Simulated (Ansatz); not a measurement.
Reflectivity of Nb3Sn (Pm-3n) at normal incidence (Ansatz, PBE, independent particles, with spin-orbit coupling, line width 0.15 eV (Gaussian), carrier damping 0.05 eV):

```tsv
E (eV)	R (%)
1.00	62.5
1.25	64.1
1.50	62.6
1.75	59.2
2.00	57.5
2.25	55.1
2.50	54.5
2.75	56.3
3.00	56.8
3.25	56.4
3.50	55.0
3.75	56.7
4.00	56.5
4.25	56.2
4.50	52.1
4.75	50.1
5.00	46.3
```

Problem. What colour would a polished face show in daylight?

Solution. Light grey: CIE x = 0.315, y = 0.327, luminous reflectivity 56 % under D65, from the mean over the axes.

[Logs are printed without paths, hosts, clocks, repeated set-up lines and the standing remarks that a program may print on its own settings, such as how far it seeks lower states.]
